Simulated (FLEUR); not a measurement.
# GdCl3: which magnetic order is lowest, part 2 of 3

Aim: find out whether GdCl3 carries moments, and which collinear order costs least.

FLEUR MaX-R8.1; LDA (VWN) with U = 6 eV on Gd f; all-electron FLAPW, Dirac cores, scalar-relativistic bands.

So far, largest spin moment in the muffin-tin sphere (μB): step 2 (start 1: ferro ++) 7.03.

### Step 3. Order 2, typed as antiferro +-

Another pattern of signs weighs the neighbour shells otherwise.

Input file inp.xml:

```
<?xml version="1.0" encoding="UTF-8" standalone="no"?>
<fleurInput fleurInputVersion="0.39">
   <comment>
      GdCl3
   </comment>
   <calculationSetup>
      <cutoffs Kmax="3.66" Gmax="11.0" GmaxXC="11.0" numbands="0"/>
      <scfLoop itmax="130" minDistance="0.0001" maxIterBroyd="15" imix="Anderson" alpha="0.05" precondParam="0.0" spinf="2.0" sdNocoIR="T"/>
      <coreElectrons ctail="T" frcor="F" kcrel="0" coretail_lmax="0"/>
      <xcFunctional name="vwn" relativisticCorrections="F"/>
      <magnetism jspins="2"/>
      <soc l_soc="F" theta="0.0" phi="0.0" spav="F"/>
      <expertModes spex="0" secvar="F"/>
      <geometryOptimization l_f="F" forcealpha="1.0" forcemix="BFGS" epsdisp="0.00001" epsforce="0.00001"/>
      <ldaU l_linMix="F" mixParam="0.05" spinf="1.0"/>
   </calculationSetup>
   <cell>
      <bzIntegration valenceElectrons="78.0" mode="hist" fermiSmearingEnergy="0.00293995">
         <kPointListSelection listName="default-1"/>
         <xi:include xmlns:xi="http://www.w3.org/2001/XInclude" href="kpts.xml"> </xi:include>
      </bzIntegration>
      <xi:include xmlns:xi="http://www.w3.org/2001/XInclude" href="sym.xml"> </xi:include>
      <bulkLattice scale="1.0">
         <bravaisMatrix>
            <row-1>   13.9140534554675952     0.0000000000000000     0.0000000000000000</row-1>
            <row-2>   -6.9570267277337976    12.0499237620455375     0.0000000000000000</row-2>
            <row-3>    0.0000000000000000     0.0000000000000000     7.7573257414830001</row-3>
         </bravaisMatrix>
      </bulkLattice>
   </cell>
   <atomSpecies>
      <species name="Gadolinium7.001" element="Gd" atomicNumber="64">
         <mtSphere radius="2.8" gridPoints="925" logIncrement="0.014"/>
         <atomicCutoffs lmax="10" lnonsphr="8"/>
         <electronConfig flipSpins="F">
            <coreConfig>(1s1/2) (2s1/2) (2p1/2) (2p3/2) (3s1/2) (3p1/2) (3p3/2) (4s1/2) (3d3/2) (3d5/2) (4p1/2) (4p3/2) (4d3/2) (4d5/2)</coreConfig>
            <valenceConfig>(5s1/2) (5p1/2) (5p3/2) (6s1/2) (4f5/2) (4f7/2) (5d3/2) (5d5/2)</valenceConfig>
            <stateOccupation state="(4f5/2)" spinUp="2.5005" spinDown="0.4995"/>
            <stateOccupation state="(4f7/2)" spinUp="4.0" spinDown="0.0"/>
            <stateOccupation state="(5d3/2)" spinUp="0.4" spinDown="0.0"/>
            <stateOccupation state="(5d5/2)" spinUp="0.6" spinDown="0.0"/>
         </electronConfig>
         <energyParameters s="6" p="6" d="5" f="4"/>
         <ldaU l="3" U="6.0" J="0.0" l_amf="F"/>
         <lo type="SCLO" l="0" n="5" eDeriv="0"/>
         <lo type="SCLO" l="1" n="5" eDeriv="0"/>
      </species>
      <species name="Gadolinium-7.001" element="Gd" atomicNumber="64">
         <mtSphere radius="2.8" gridPoints="925" logIncrement="0.014"/>
         <atomicCutoffs lmax="10" lnonsphr="8"/>
         <electronConfig flipSpins="F">
            <coreConfig>(1s1/2) (2s1/2) (2p1/2) (2p3/2) (3s1/2) (3p1/2) (3p3/2) (4s1/2) (3d3/2) (3d5/2) (4p1/2) (4p3/2) (4d3/2) (4d5/2)</coreConfig>
            <valenceConfig>(5s1/2) (5p1/2) (5p3/2) (6s1/2) (4f5/2) (4f7/2) (5d3/2) (5d5/2)</valenceConfig>
            <stateOccupation state="(4f5/2)" spinUp="0.4995" spinDown="2.5005"/>
            <stateOccupation state="(4f7/2)" spinUp="0.0" spinDown="4.0"/>
            <stateOccupation state="(5d3/2)" spinUp="0.0" spinDown="0.4"/>
            <stateOccupation state="(5d5/2)" spinUp="0.0" spinDown="0.6"/>
         </electronConfig>
         <energyParameters s="6" p="6" d="5" f="4"/>
         <ldaU l="3" U="6.0" J="0.0" l_amf="F"/>
         <lo type="SCLO" l="0" n="5" eDeriv="0"/>
         <lo type="SCLO" l="1" n="5" eDeriv="0"/>
      </species>
      <species name="Chlorine (Cl)" element="Cl" atomicNumber="17">
         <mtSphere radius="2.05" gridPoints="677" logIncrement="0.017"/>
         <atomicCutoffs lmax="8" lnonsphr="6"/>
         <electronConfig flipSpins="F">
            <coreConfig>(1s1/2) (2s1/2) (2p1/2) (2p3/2)</coreConfig>
            <valenceConfig>(3s1/2) (3p1/2) (3p3/2)</valenceConfig>
            <stateOccupation state="(3p1/2)" spinUp="0.833333" spinDown="0.833333"/>
            <stateOccupation state="(3p3/2)" spinUp="1.666667" spinDown="1.666667"/>
         </electronConfig>
         <energyParameters s="3" p="3" d="3" f="4"/>
      </species>
   </atomSpecies>
   <atomGroups>
      <atomGroup species="Gadolinium7.001">
         <relPos label="                   1">1.000/3.000 -1.000/3.000 1.000/4.000</relPos>
         <force calculate="T" relaxXYZ="TTT"/>
      </atomGroup>
      <atomGroup species="Gadolinium-7.001">
         <relPos label="                   2">-1.000/3.000 1.000/3.000 -1.000/4.000</relPos>
         <force calculate="T" relaxXYZ="TTT"/>
      </atomGroup>
      <atomGroup species="Chlorine (Cl)">
         <relPos label="                   3">.3900000000 .3027000000 1.000/4.000</relPos>
         <relPos label="                   5">-.3027000000 .0873000000 1.000/4.000</relPos>
         <relPos label="                   7">-.0873000000 -.3900000000 1.000/4.000</relPos>
         <force calculate="T" relaxXYZ="TTT"/>
      </atomGroup>
      <atomGroup species="Chlorine (Cl)">
         <relPos label="                   4">.0873000000 .3900000000 -1.000/4.000</relPos>
         <relPos label="                   6">-.3900000000 -.3027000000 -1.000/4.000</relPos>
         <relPos label="                   8">.3027000000 -.0873000000 -1.000/4.000</relPos>
         <force calculate="T" relaxXYZ="TTT"/>
      </atomGroup>
   </atomGroups>
   <output dos="F" band="F" slice="F">
      <bandDOS minEnergy="-.5*Htr" maxEnergy="0.5*Htr" sigma="0.015" storeEVData="T"/>
      <plotting iplot="0" polar="F">
         <plot TwoD="T" vec1="  1.0  0.0  0.0" vec2="  0.0  1.0  0.0" vec3="  0.0  0.0  1.0" zero="  0.0  0.0  0.0" file="plot"/>
      </plotting>
      <moessbauerParams electricFieldGradient="F" isomerShift="F" coreHyperfine="F" valenceHyperfine="F"/>
   </output>
</fleurInput>
```

Input file crystal.txt:

```
GdCl3
&input film=F cartesian=F /
7.36300000002  0.00000000000  0.00000000000
-3.68150000001  6.37654504808  0.00000000000
0.00000000000  0.00000000000  4.10500000000
1.8897261246
1.0 1.0 1.0

8
64 0.33333333333  0.66666666667  0.25000000000 : 7.001
64 0.66666666667  0.33333333333  0.75000000000 : -7.001
17 0.39000000000  0.30270000000  0.25000000000
17 0.08730000000  0.39000000000  0.75000000000
17 0.69730000000  0.08730000000  0.25000000000
17 0.61000000000  0.69730000000  0.75000000000
17 0.91270000000  0.61000000000  0.25000000000
17 0.30270000000  0.91270000000  0.75000000000

&kpt div1=6 div2=6 div3=6 gamma=T /
```

The run is started by

```bash
> OMP_NUM_THREADS=1 inpgen -f crystal.txt > inpgen.log  # inp.xml is then edited as shown
> OMP_NUM_THREADS=1 mpirun -n 4 fleur_MPI > fleur.log
```

The program printed:

```text
[banner, memory and clock lines left out]
Welcome to FLEUR        (www.flapw.de)
      MaX-Release 8.1          (www.max-centre.eu)

 ========== k-point set info ==========
 Selected k-point list: default-1
 k-point list type: mesh
 6 x 6 x 6
 Number of k points: 32

 ------------Calculation Setup---------------------------
 Number of PE/node        :            4
 Number of OMP-threads    :            1
 k-points in parallel     :            4
 pe's per k-point         :            1
 No of k-point loops      :            8
 Eigenvalue solver        :       lapack
 Number of basis functions:         1140
 Approximate size of matrices (H+S) per k-point:         0.039 GB
 Iteration:     1   Distance:      16.07839819 me/bohr^3
 Iteration:     2   Distance:      15.40382565 me/bohr^3
 Iteration:     3   Distance:       6.11810466 me/bohr^3
 Iteration:     4   Distance:       5.10401379 me/bohr^3
 Iteration:     5   Distance:       1.38603390 me/bohr^3
 Iteration:     6   Distance:       0.25615617 me/bohr^3
 Iteration:     7   Distance:       0.19862172 me/bohr^3
 Iteration:     8   Distance:       0.05210861 me/bohr^3
 Iteration:     9   Distance:       0.04601687 me/bohr^3
 Iteration:    10   Distance:       0.01935517 me/bohr^3
 Iteration:    11   Distance:       0.00332688 me/bohr^3
 Iteration:    12   Distance:       0.00286669 me/bohr^3
 Iteration:    13   Distance:       0.00061822 me/bohr^3
 Iteration:    14   Distance:       0.00016650 me/bohr^3
 Iteration:    15   Distance:       0.00015149 me/bohr^3
 Iteration:    16   Distance:       0.00013587 me/bohr^3
 Iteration:    17   Distance:       0.00005513 me/bohr^3

 ********************************************************************
 Run finished successfully
 Stop message:
   all done
 ********************************************************************

--- out.xml (last complete iteration) ---
<iteration numberForCurrentRun="   17" overallNumber="   17">
         [... left out ...]
         <bandgap value="4.0326317536" units="eV"/>
         <sumValenceSingleParticleEnergies value="-18.4163666357" units="Htr"/>
         <FermiEnergy value="0.1033659720" units="Htr"/>
         <valenceDensity>
            <mtCharges spin="1">
               <mtCharge atomType="1" total="11.4434180" s="1.0658991" p="3.0014204" d="0.3678145" f="6.9985469"/>
               <mtCharge atomType="2" total="4.4129393" s="1.0584751" p="2.9802113" d="0.3029953" f="0.0615858"/>
               <mtCharge atomType="3" total="2.6160771" s="0.8068222" p="1.8008932" d="0.0075772" f="0.0006525"/>
               <mtCharge atomType="4" total="2.6086533" s="0.8064518" p="1.7934410" d="0.0079157" f="0.0006961"/>
            </mtCharges>
            <mtCharges spin="2">
               <mtCharge atomType="1" total="4.4129393" s="1.0584751" p="2.9802113" d="0.3029953" f="0.0615859"/>
               <mtCharge atomType="2" total="11.4434180" s="1.0658991" p="3.0014204" d="0.3678145" f="6.9985469"/>
               <mtCharge atomType="3" total="2.6086532" s="0.8064518" p="1.7934409" d="0.0079157" f="0.0006961"/>
               <mtCharge atomType="4" total="2.6160772" s="0.8068222" p="1.8008933" d="0.0075772" f="0.0006525"/>
            </mtCharges>
            <spinDependentCharge spin="1" total="39.0000000" interstitial="7.4694515" mtSpheres="31.5305485"/>
            <spinDependentCharge spin="2" total="39.0000000" interstitial="7.4694515" mtSpheres="31.5305485"/>
            <totalCharge value="78.0000000000"/>
         </valenceDensity>
         [... left out ...]
         <magneticMomentsInMTSpheres units="muBohr">
            <globalMagMoment atomType="1" vec="0.00000   0.00000   7.03048"/>
            <localMagMoment atomType="1" vec="0.00000   0.00000   7.03048"/>
            <globalMagMoment atomType="2" vec="0.00000   0.00000  -7.03048"/>
            <localMagMoment atomType="2" vec="0.00000   0.00000  -7.03048"/>
            <globalMagMoment atomType="3" vec="0.00000   0.00000   0.00742"/>
            <localMagMoment atomType="3" vec="0.00000   0.00000   0.00742"/>
            <globalMagMoment atomType="4" vec="0.00000   0.00000  -0.00742"/>
            <localMagMoment atomType="4" vec="0.00000   0.00000  -0.00742"/>
         </magneticMomentsInMTSpheres>
         [... left out ...]
         <totalEnergy value="   -25307.9614715094" units="Htr">
            <sumOfEigenvalues value="   -15450.7304451428">
               <coreElectrons value="-15432.3140785071"/>
               <valenceElectrons value="-18.4163666357"/>
            </sumOfEigenvalues>
            <densityCoulombPotentialIntegral value="-41946.6095598464"/>
            <densityEffectivePotentialIntegral value="-42804.2055760270"/>
            <chargeDenXCDenIntegral value="-646.8981707643"/>
            <FockExchangeEnergyValence value="0.0000000000"/>
            <FockExchangeEnergyCore value="0.0000000000"/>
         [... left out ...]
            <dftUCorrection value="-1.5429710153"/>
            <tkbTimesEntropy value="0.0000000000"/>
            <freeEnergy value="-25307.9614715094"/>
            <extrapolationTo0K value="-25307.9614715094"/>
         </totalEnergy>
         [... left out ...]
         <ldaUDensityMatrixConvergence>
            <distance spin="1" distance="0.000002"/>
            <distance spin="2" distance="0.000002"/>
         </ldaUDensityMatrixConvergence>
         <densityConvergence units="me/bohr^3">
            <chargeDensity spin="1" distance="0.0000364780"/>
            <chargeDensity spin="2" distance="0.0000364020"/>
            <overallChargeDensity distance="0.0000476626"/>
            <spinDensity distance="0.0000551342"/>
         </densityConvergence>
      </iteration>
```

It took 4.7 min on 4 MPI ranks of Intel Xeon Platinum 8488C (Sapphire Rapids), shared host; peak memory 0.75 GiB.

Spin moment in the muffin-tin sphere by atom:

```tsv
atom	spin moment in the muffin-tin sphere (μB)
Gd1	7.03
Gd2	-7.03
Cl3	0.01
Cl4	-0.01
Cl5	0.01
Cl6	-0.01
Cl7	0.01
Cl8	-0.01
```

Read from the output:

```
free energy                                                       : -688664.7147 eV
program's band gap on this mesh (in a metal only a level spacing) : 4.033 eV
magnetization                                                     : 0 μB
final state                                                       : antiferromagnetic
```

It lies 0.389 meV a seeded atom over the first start, and its largest moment is 7.03 μB against 7.03 μB.

### Step 4. Energies of the orders

Free energies are divided by the number of seeded atoms.

Orders:

```tsv
start	final state	typed order kept	energy over the lowest (meV a seeded atom)	largest sphere moment (μB)	net moment (μB a primitive cell)	mesh matched	CPU time (s)
ferro ++	ferromagnetic	yes	0	7.03	14	yes	529.5
antiferro +-	antiferromagnetic	yes	0.3885	7.03	0	yes	1121
```

[end of part 2 of 3]

[Logs and program files are shortened in this print: banners, set-up blocks, solver, clock and traceback lines can be left out without a mark of their own.]

[Logs are printed without paths, hosts, clocks, repeated set-up lines and the standing remarks that a program may print on its own settings, such as how far it seeks lower states.]

[Hosts, paths, dates, database ids (printed as entryN), source tags and the programs' standing remarks are cut or masked in the printed files.]

[Where a cell is said to come from a database of computed structures, the database is the Materials Project.]
